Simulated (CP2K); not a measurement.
2-aminofuran has these distinct C atoms: C2 (bonded to C, N and O), C3 (bonded to 2 C and H), C4 (bonded to 2 C and H) and C5 (bonded to C, O and H).

```xyz
11

N     2.0379    0.0118   -0.2622
C     0.6552    0.0024   -0.0928
C    -0.3044    0.9836   -0.0846
C    -1.5634    0.2996    0.0331
C    -1.2945   -1.0339    0.0888
O     0.0813   -1.2386    0.0084
H     2.4664    0.8855    0.0310
H     2.4970   -0.7852    0.1749
H    -0.1372    2.0519   -0.1583
H    -2.5475    0.7539    0.0765
H    -1.8908   -1.9312    0.1852
```

Their partial C K spectra (CP2K XAS_TDP, all-electron GAPW, PBEh(45%), aug-cc-pVDZ, TDA, GW2X-corrected core level, no relativity) are given in random order, each times the number of alike atoms.

Gaussian full width 0.5 eV, oscillator strength per eV, alike atoms added, rows of zeros left out:

```tsv
E (eV)	curve 1	curve 2	curve 3	curve 4
287.50	0.000	0.000	0.000	0.006
287.75	0.000	0.000	0.000	0.045
288.00	0.000	0.009	0.000	0.092
288.25	0.011	0.047	0.000	0.048
288.50	0.062	0.065	0.000	0.006
288.75	0.089	0.023	0.000	0.000
289.00	0.032	0.003	0.001	0.000
289.25	0.003	0.007	0.013	0.000
289.50	0.000	0.020	0.076	0.000
289.75	0.000	0.024	0.115	0.003
290.00	0.000	0.016	0.044	0.014
290.25	0.000	0.010	0.004	0.015
290.50	0.002	0.006	0.000	0.007
290.75	0.015	0.004	0.000	0.009
291.00	0.031	0.008	0.000	0.011
291.25	0.025	0.015	0.000	0.006
291.50	0.016	0.010	0.000	0.006
291.75	0.010	0.004	0.000	0.012
292.00	0.020	0.007	0.002	0.011
292.25	0.027	0.021	0.003	0.005
292.50	0.024	0.027	0.003	0.006
292.75	0.028	0.014	0.012	0.016
293.00	0.022	0.011	0.025	0.021
293.25	0.007	0.010	0.020	0.015
293.50	0.004	0.007	0.031	0.009
293.75	0.018	0.010	0.047	0.017
294.00	0.031	0.018	0.032	0.024
294.25	0.024	0.017	0.019	0.021
294.50	0.016	0.008	0.008	0.009
294.75	0.010	0.010	0.003	0.003
295.00	0.006	0.014	0.011	0.003
295.25	0.004	0.012	0.016	0.007
295.50	0.003	0.005	0.011	0.015
295.75	0.001	0.004	0.014	0.010
296.00	0.001	0.005	0.021	0.004
```

Which curve belongs to which atom?

Curve 1: C5 (bonded to C, O and H), leading line at 288.69 eV (f = 0.050 an atom), ionisation energy 292.77 eV, term value 4.08 eV. Curve 2: C3 (bonded to 2 C and H), leading line at 288.43 eV (f = 0.037 an atom), ionisation energy 291.32 eV, term value 2.89 eV. Curve 3: C2 (bonded to C, N and O), leading line at 289.70 eV (f = 0.063 an atom), ionisation energy 294.07 eV, term value 4.37 eV. Curve 4: C4 (bonded to 2 C and H), leading line at 288.01 eV (f = 0.049 an atom), ionisation energy 291.83 eV, term value 3.82 eV. The leading line of an atom is its first one with 35 % of the strongest within 2.5 eV of its lowest line over the strength cut. A line lies at the core ionisation energy, which rises as an atom loses charge to its neighbours or to a π system, less the term value, which is large for a low π* or σ* orbital with weight on that atom.

[Banner, clock and machine lines of the logs are left out without a mark of their own.]

[Logs are printed without paths, hosts, clocks, repeated set-up lines and the standing remarks that a program may print on its own settings, such as how far it seeks lower states.]

[Hosts, paths, dates, database ids (printed as entryN), source tags and the programs' standing remarks are cut or masked in the printed files.]
